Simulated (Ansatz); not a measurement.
# BaTiO3 (R3m): band gap by G0W0 on HSE06, part 2 of 2

Aim: the quasiparticle gap of BaTiO3 (R3m), starting from HSE06.

Ansatz 0.2.0; HSE06, then G0W0 on it, plane waves, PAW. Known limits of the many-body steps: finite bands, screening cutoff and k mesh; no spin-orbit coupling in G0W0.

So far. Step 2 (HSE06 levels on the mesh and at listed points): Over mesh and listed points the gap is 3.885 eV, from k = (0.500, 0.500, 0.500) to k = Γ. The least direct gap found is 4.215 eV, at k = (0.050, -0.050, 0.000).

In doubt: masses and optical values from hybrid runs of this build are listed as unsure (step 3), which bears on the screening that GW takes from such a start.

## Step 3: The quasiparticle correction

G0W0 replaces the xc potential by a self-energy built once from the orbitals of the start. Levels are corrected in the window of bands that the input names, at points of the mesh.

This step: G0W0 on HSE06, plane waves, PAW.

Contents of input.yaml:

```yaml
crystal:
  lattice:
    - [2.8273666084, 1.6323808724, 2.3183934932]
    - [-2.8273666084, 1.6323808724, 2.3183934932]
    - [0.0, -3.2647617449, 2.3183934932]
  atoms:
    - { symbol: Ba, position: [0.0, 0.0, 0.0] }
    - { symbol: Ti, position: [0.4845, 0.4845, 0.4845] }
    - { symbol: O, position: [0.5086, 0.5086, 0.0175] }
    - { symbol: O, position: [0.0175, 0.5086, 0.5086] }
    - { symbol: O, position: [0.5086, 0.0175, 0.5086] }
kpoints:
  mp_grid: { grid: [4, 4, 4] }
hamiltonian:
  xc: hse06
scf:
  occupations: { method: fixed }
gw:
  n_empty_bands: 508
  ecut_chi: 230.0
  qp_bands: [v2, c2]
  qp_kpoints: band_edges
  screening: { model: contour_deformation }
```

Started as:

```sh
$ ansatz run input.yaml --threads 3 --pin off --max-ram 92160MiB --backend cuda --events-out ev --progress --plain --runs-dir out --devices 1 --max-vram 13GiB  # rebuilt from the run's record
```

Numbers of over 12 decimals in the logs are rounded to 6 here.

The program printed:

```text
GPUs: using 1 of 1 available (devices: 1).
[...]
GPU FFT provider: cuFFT
GPU libraries: cuBLAS 13.8.2, cuFFT 12.4.0, cuSOLVER 12.3.4
Crystal: 5 atoms, lattice volume = 64.201 Å³
Basis set: ecut = 420 eV, 1237 PW (Γ)
Bands: 25, of which v1, the nominal top of the filled ones, is band 20 counted from 1 (19 counted from 0)
Symmetry: 6 space group operations
[...]
k-points: 13 of 64 (time reversal used)
[...]
GPU buffer pool allocated for 19683 grid points (all kernels)
[...]
SCF iter   1: F=—  HF=-10159.590732 eV  |F-HF|=—  |Δ(HF+E_count)|=         —  Δρ=1.51e-3  dr2=8.98e-4  ethr=1.77e-3  ⟨swp⟩=7.7  Hψ=1645  notcnv=0
[...]
SCF iter   2: F=-10159.594957 eV  HF=-10159.595109 eV  |F-HF|=1.51e-4  |Δ(HF+E_count)|=   4.38e-3  Δρ=8.24e-4  dr2=3.85e-4  ethr=2.25e-6  ⟨swp⟩=7.3  Hψ=1622  notcnv=0
SCF 1 stopped early in 2 iterations: F = -10159.594957 eV  dr2 = 3.85e-4
[...]
GPU FFT provider: cuFFT
GPU libraries: cuBLAS 13.8.2, cuFFT 12.4.0, cuSOLVER 12.3.4
[...]
GPU buffer pool allocated for 19683 grid points (all kernels)
[...]
Frozen-core exchange: fock
SCF iter   1: F=—  HF=-10163.678897 eV  |F-HF|=—  |Δ(HF+E_count)|=         —  Δρ=2.85e-2  dr2=7.98e-1  ethr=9.63e-6  ⟨swp⟩=8.8  Hψ=1790  notcnv=0
[...]
SCF iter   7: F=-10163.504377 eV  HF=-10163.504377 eV  |F-HF|=1.31e-7  |Δ(HF+E_count)|=   2.85e-5  Δρ=5.34e-5  dr2=2.50e-6  ethr=2.79e-7  ⟨swp⟩=3.7  Hψ=813  notcnv=0
SCF 2 stopped early in 7 iterations: F = -10163.504377 eV  dr2 = 2.50e-6
hybrid outer 1: dexx = +2.817e-2 eV, tail = 1.01e-4 eV
GPU FFT provider: cuFFT
GPU libraries: cuBLAS 13.8.2, cuFFT 12.4.0, cuSOLVER 12.3.4
GPU buffer pool allocated for 19683 grid points (all kernels)
[...]
Frozen-core exchange: fock
SCF iter   1: F=—  HF=-10163.503437 eV  |F-HF|=—  |Δ(HF+E_count)|=         —  Δρ=1.02e-4  dr2=2.65e-6  ethr=1.27e-6  ⟨swp⟩=3.0  Hψ=789  notcnv=0
[...]
SCF iter   4: F=-10163.503441 eV  HF=-10163.503441 eV  |F-HF|=2.19e-8  |Δ(HF+E_count)|=   1.37e-8  Δρ=6.31e-6  dr2=4.00e-8  ethr=3.95e-10  ⟨swp⟩=4.0  Hψ=934  notcnv=0
SCF 3 converged in 4 iterations: F = -10163.503441 eV  dr2 = 4.00e-8
[...]
NSCF: frozen V_eff on 13 k-points
Exchange-term sweep: 0 of 13 (spin, k) points
Exchange-term sweep: 1 of 13 (spin, k) points
Exchange-term sweep: 2 of 13 (spin, k) points
Exchange-term sweep: 3 of 13 (spin, k) points
Exchange-term sweep: 4 of 13 (spin, k) points
Exchange-term sweep: 5 of 13 (spin, k) points
Exchange-term sweep: 6 of 13 (spin, k) points
Exchange-term sweep: 7 of 13 (spin, k) points
Exchange-term sweep: 8 of 13 (spin, k) points
Exchange-term sweep: 9 of 13 (spin, k) points
Exchange-term sweep: 10 of 13 (spin, k) points
Exchange-term sweep: 11 of 13 (spin, k) points
Exchange-term sweep: 12 of 13 (spin, k) points
Exchange-term sweep: 13 of 13 (spin, k) points
G₀W₀ screening: q 1/13
[... further progress lines ...]
[...]
Free energy (F): -10163.503441 eV
Frozen-core exchange: fock
[...]
Internal energy: -10163.503441 eV  (E = F + TS)
E sigma→0 (E₀):  -10163.503441 eV
Fermi energy:    9.205702 eV
[...]
--- Band table (eV; the first three rows and the last of 13) ---
  k-point 0: bands = [... 16 lower, 8.0366, 8.7331, 8.8409, 8.8409, 13.0910, 13.0910]
  k-point 1: bands = [... 16 lower, 7.7246, 7.9330, 8.5681, 8.5783, 13.1847, 13.8429]
  k-point 2: bands = [... 16 lower, 7.4788, 7.5157, 8.2248, 8.3364, 13.2661, 14.6619]
  k-point 12: bands = [... 16 lower, 6.7977, 9.1921, 9.1921, 9.2057, 15.3050, 15.4744]
  guard bands above this table: 3 of the run's 25 bands. The solve was not asked for them (output.publish_guard_bands: true or output.eigenvalues: true publishes all)
--- G₀W₀: contour deformation, 6 samples at zero and on the imaginary axis and 2 off it, 64 q-points, 508 empty bands' worth ---
  eigenvalues of the whole cell's RPA ε∞ on this k-mesh (on a slab, of 1 + 4πα/V) = 4.0852, 4.3727, 4.3727; static W/v taken at q = 0 is 0.233963
  gw.qp_kpoints: band_edges: 7 of 13 stored k-points solved, in 1 pass; an edge of the gap read off the rows below is read off those points alone
    valence top: of the k-points left out ik 4 came nearest to being solved in a further pass, in band 20 (counted from 1, as in the quasiparticle table): it holds the edge there only if its correction is more favourable than any solved in that band by at least 0.501 eV; those differ by 0.048 eV
    conduction bottom: of the k-points left out ik 3 came nearest to being solved in a further pass, in band 21 (counted from 1, as in the quasiparticle table): it holds the edge there only if its correction is more favourable than any solved in that band by at least 0.722 eV; those differ by 0.043 eV
    ik  band        ε_KS         Σx   Σc(E_QP)       V_xc       Z   E_QP_lin       E_QP  E_QP is
     0    19      8.8409   -25.9662     3.6201   -22.2963  0.7696     8.7912     8.7912  root
     0    20      8.8409   -25.9662     3.6201   -22.2963  0.7696     8.7912     8.7912  root
     0    21     13.0910   -12.3111    -5.9389   -18.7596  0.7796    13.6034    13.6006  root
     0    22     13.0910   -12.3111    -5.9389   -18.7596  0.7796    13.6034    13.6006  root
     1    19      8.5681   -25.5100     3.5918   -21.8528  0.7682     8.5027     8.5027  root
     1    20      8.5783   -25.8772     3.7048   -22.1184  0.7680     8.5243     8.5243  root
     1    21     13.1847   -12.4942    -6.0065   -19.0123  0.7770    13.6992    13.6963  root
     1    22     13.8429   -13.2757    -6.2058   -20.0033  0.7650    14.3681    14.3647  root
     2    19      8.2248   -25.5196     3.6856   -21.7615  0.7663     8.1523     8.1524  root
     2    20      8.3364   -25.9296     3.8318   -22.0391  0.7667     8.2777     8.2778  root
     2    21     13.2661   -12.6228    -6.1349   -19.2759  0.7739    13.7873    13.7843  root
     2    22     14.6619   -14.0262    -6.6308   -21.1711  0.7463    15.1800    15.1761  root
     5    19      8.3023   -25.4838     3.7360   -21.6753  0.7674     8.2297     8.2298  root
     5    20      8.7263   -25.5644     3.8559   -21.6542  0.7642     8.6720     8.6720  root
     5    21     13.7553   -13.1010    -6.2359   -19.8561  0.7675    14.2778    14.2745  root
     5    22     14.0147   -13.3800    -6.3146   -20.2154  0.7612    14.5391    14.5355  root
     6    19      8.3401   -25.3367     3.9228   -21.3217  0.7637     8.2478     8.2479  root
     6    20      9.1496   -25.8044     4.0103   -21.7726  0.7627     9.1281     9.1281  root
     6    21     14.7584   -14.1386    -6.6955   -21.3529  0.7443    15.2814    15.2773  root
     6    22     14.7595   -14.0973    -6.7168   -21.3227  0.7436    15.2722    15.2682  root
    10    19      8.6805   -25.3813     4.0004   -21.3305  0.7620     8.6300     8.6300  root
    10    20      9.1740   -25.8555     4.0119   -21.8275  0.7628     9.1579     9.1579  root
    10    21     14.9664   -14.0770    -6.8284   -21.4019  0.7408    15.4669    15.4629  root
    10    22     15.0837   -14.1376    -6.8595   -21.4970  0.7391    15.5876    15.5836  root
    12    19      9.1921   -25.8974     4.0104   -21.8757  0.7628     9.1809     9.1809  root
    12    20      9.2057   -25.9219     4.0198   -21.8912  0.7628     9.1948     9.1948  root
    12    21     15.3050   -14.0906    -7.0837   -21.6501  0.7327    15.7848    15.7809  root
    12    22     15.4744   -14.2070    -7.1608   -21.8458  0.7299    15.9564    15.9523  root
```

Wall time 54 s (1 × NVIDIA H100 80GB HBM3 (shared by 6 runs) with 3 threads of AMD EPYC 7R13 (Zen 3), shared host); peak memory 2 GiB.

Numbers from this step:

| Item | Value |
| --- | --- |
| bands summed | 528 |
| RPA ε∞ on this mesh (eigenvalues) | 4.085, 4.373, 4.373 |
| plane waves in the screening matrix | 485 |
| q-points in the mesh | 64 |
| G0W0 gap over the corrected points | 4.406 eV |
| k of the valence top | -0.5, -0.5, -0.5 |
| k of the conduction bottom | 0, 0, 0 |
| starting gap on the mesh | 3.885 eV |
| Z at the valence top | 0.7628 |
| Z at the conduction bottom | 0.7796 |
| least direct G0W0 gap over the corrected points | 4.809 eV |

Over 7 of 13 irreducible mesh points the G0W0 gap is 4.406 eV, from k = (-0.500, -0.500, -0.500) to k = Γ. The HSE06 gap of this run on the mesh is 3.885 eV. The two states that bound the G0W0 gap lie that far apart at the start, so the correction of the gap is 4.406 − 3.885 = +0.521 eV.

Labels follow the order of the start: v1 is the top filled band, c1 the lowest empty one; levels that stay degenerate share a row, the window can cut a multiplet, doubted levels are not marked in this list, bands outside the window were not corrected, and the list may be a part of the corrected levels. Levels before and after the correction, in eV, zero at the valence-band top of each column:

|  | conduction bottom | valence top |
| --- | --- | --- |
| HSE06 | 3.89 | 0.00 |
| G0W0 | 4.41 | 0.00 |

|  | level | occupation | energy (eV) |
| --- | --- | --- | --- |
| HSE06 | Γ v2-v1 | 2 | -0.365 |
| HSE06 | Γ c1-c2 | 0 | 3.885 |
| HSE06 | (-0.5 -0.5 -0.5) v2 | 2 | -0.014 |
| HSE06 | (-0.5 -0.5 -0.5) v1 | 2 | 0.000 |
| HSE06 | (-0.5 -0.5 -0.5) c1 | 0 | 6.099 |
| HSE06 | (-0.5 -0.5 -0.5) c2 | 0 | 6.269 |
| G0W0 | Γ v2-v1 | 2 | -0.404 |
| G0W0 | Γ c1-c2 | 0 | 4.406 |
| G0W0 | (-0.5 -0.5 -0.5) v2 | 2 | -0.014 |
| G0W0 | (-0.5 -0.5 -0.5) v1 | 2 | 0.000 |
| G0W0 | (-0.5 -0.5 -0.5) c1 | 0 | 6.586 |
| G0W0 | (-0.5 -0.5 -0.5) c2 | 0 | 6.758 |

The parts of the quasiparticle energy for the two states that bound the G0W0 gap, in eV on the run's own scale (QP = start + Σx + Σc − Vxc, with Σc at the quasiparticle energy):

| edge | k | band | start | Σx | Σc | Vxc | Z | QP |
| --- | --- | --- | --- | --- | --- | --- | --- | --- |
| valence top | (-0.500, -0.500, -0.500) | 20 | 9.206 | −25.922 | 4.020 | −21.891 | 0.763 | 9.195 |
| conduction bottom | Γ | 21 | 13.091 | −12.311 | −5.939 | −18.760 | 0.780 | 13.601 |

For a hybrid start, Vxc holds its share of exact exchange.

## Step 4: The runs together

Each gap is the least one over the points named; times are wall times on shared hosts, not benchmarks. A G0W0 time includes the run's own self-consistent start. Runs with listed points see these and the mesh alone, so an edge that moves elsewhere is missed. Symmetry makes (0.500, 0.500, 0.500) and (-0.500, -0.500, -0.500) one point.

| level | mesh | files, cutoff | bands summed, screening | points | gap (eV) | valence top | conduction bottom | least direct gap (eV) | time |
| --- | --- | --- | --- | --- | --- | --- | --- | --- | --- |
| HSE06 | 4×4×4 | soft_2 PAW, 420 eV | - | mesh and listed points | 3.885 | (0.500, 0.500, 0.500) | Γ | 4.215 | 18 s |
| G0W0@HSE06 | 4×4×4 | soft_2 PAW, 420 eV | 528, 230 eV | 7 of 13 irreducible mesh points | 4.406 | (-0.500, -0.500, -0.500) | Γ | 4.809 | 54 s |

## Step 5: Summary of results

```yaml
hse06_gap_over_mesh_and_listed_points: 3.885 eV, from k = (0.500, 0.500, 0.500) to k = Γ
g0w0_hse06_gap_over_7_of_13_irreducible_mesh_points: 4.406 eV, from k = (-0.500, -0.500, -0.500) to k = Γ
gw_settings: 4×4×4 mesh, 508 empty bands, screening to 230 eV
known_limits: finite bands, screening cutoff and k mesh; no spin-orbit coupling in G0W0
```

In words: Over 7 of 13 irreducible mesh points the G0W0 gap is 4.406 eV, from k = (-0.500, -0.500, -0.500) to k = Γ. The HSE06 gap of this run on the mesh is 3.885 eV. The two states that bound the G0W0 gap lie that far apart at the start, so the correction of the gap is 4.406 − 3.885 = +0.521 eV. The valence state moves by 9.195 − 9.206 = −0.011 eV and the conduction state by 13.601 − 13.091 = +0.510 eV, on the run's own scale; how far single levels stand from their limit in bands is not shown. Both edges that HSE06 shows over mesh and listed points lie at k points where levels were corrected. Levels at other points were not corrected, so a lower G0W0 gap elsewhere in the zone is not ruled out. No second run with other bands and screening cutoff is shown, so the distance to the basis limit is not known. On another start, G0W0@r2SCAN runs of this series (4×4×4 mesh, soft_2 PAW; not shown as steps) give 4.112 eV with 103 bands and 69 eV, 4.031 eV with 256 bands and 138 eV and 4.087 eV with 528 bands and 230 eV. G0W0 on other starts in this series, not shown as steps and not all at these settings: 4.087 eV on r2SCAN (4×4×4, soft_2 PAW, 528 bands, 230 eV) and 4.145 eV on LDA (4×4×4, soft_2 PAW, 528 bands, 230 eV). Two runs of this series at another level, not shown as steps, test spin-orbit coupling. r2SCAN+SOC against r2SCAN: 2.788 − 2.799 = −0.011 eV. Mesh, set of files and cutoff are the same, but the valence top lies at another k point, so this need not be the shift of one pair of states. The spin-orbit run sees mesh and listed points alone, so its gap is an upper bound: the coupling can move an edge off these points, the more so as this crystal has no centre of inversion, and the change over the zone, its sign included where it is small, is not known. What spin-orbit coupling does to the G0W0 levels was not computed, so no sum with the G0W0 gap is formed. The G0W0 runs are scalar-relativistic. No pair of G0W0 runs that differ in the mesh alone is shown (4×4×4 is a supercell whose nearest images lie 16 Å apart), so the error from the mesh is not known here. G0W0 is shown with one set of atomic data (soft_2 PAW), so the error from the files is not known here.

[Paths, hosts, dates, memory and timing lines, banners, echoed tables and standing remarks are left out of the program output.]

[Logs are printed without paths, hosts, clocks, repeated set-up lines and the standing remarks that a program may print on its own settings, such as how far it seeks lower states.]

[Runs of the session that timed out or met a known fault of the program may be left out.]

[Cells called generated may have been cut or substituted from an entry of the Crystallography Open Database or the Materials Project.]

[Hosts, paths, dates, database ids (printed as entryN), source tags and the programs' standing remarks are cut or masked in the printed files.]

[Where an RPA ε∞ is given, it is that of the G0W0 mesh and is not shown converged in it. Names of k-points follow the symmetry that the program found, which can be lower than the space group named. Band edges on a path are those of the sampled points; other points can move an edge, and change direct to indirect where valleys lie close.]

[Hybrid gaps are those of their k-mesh and are not shown converged in it.]
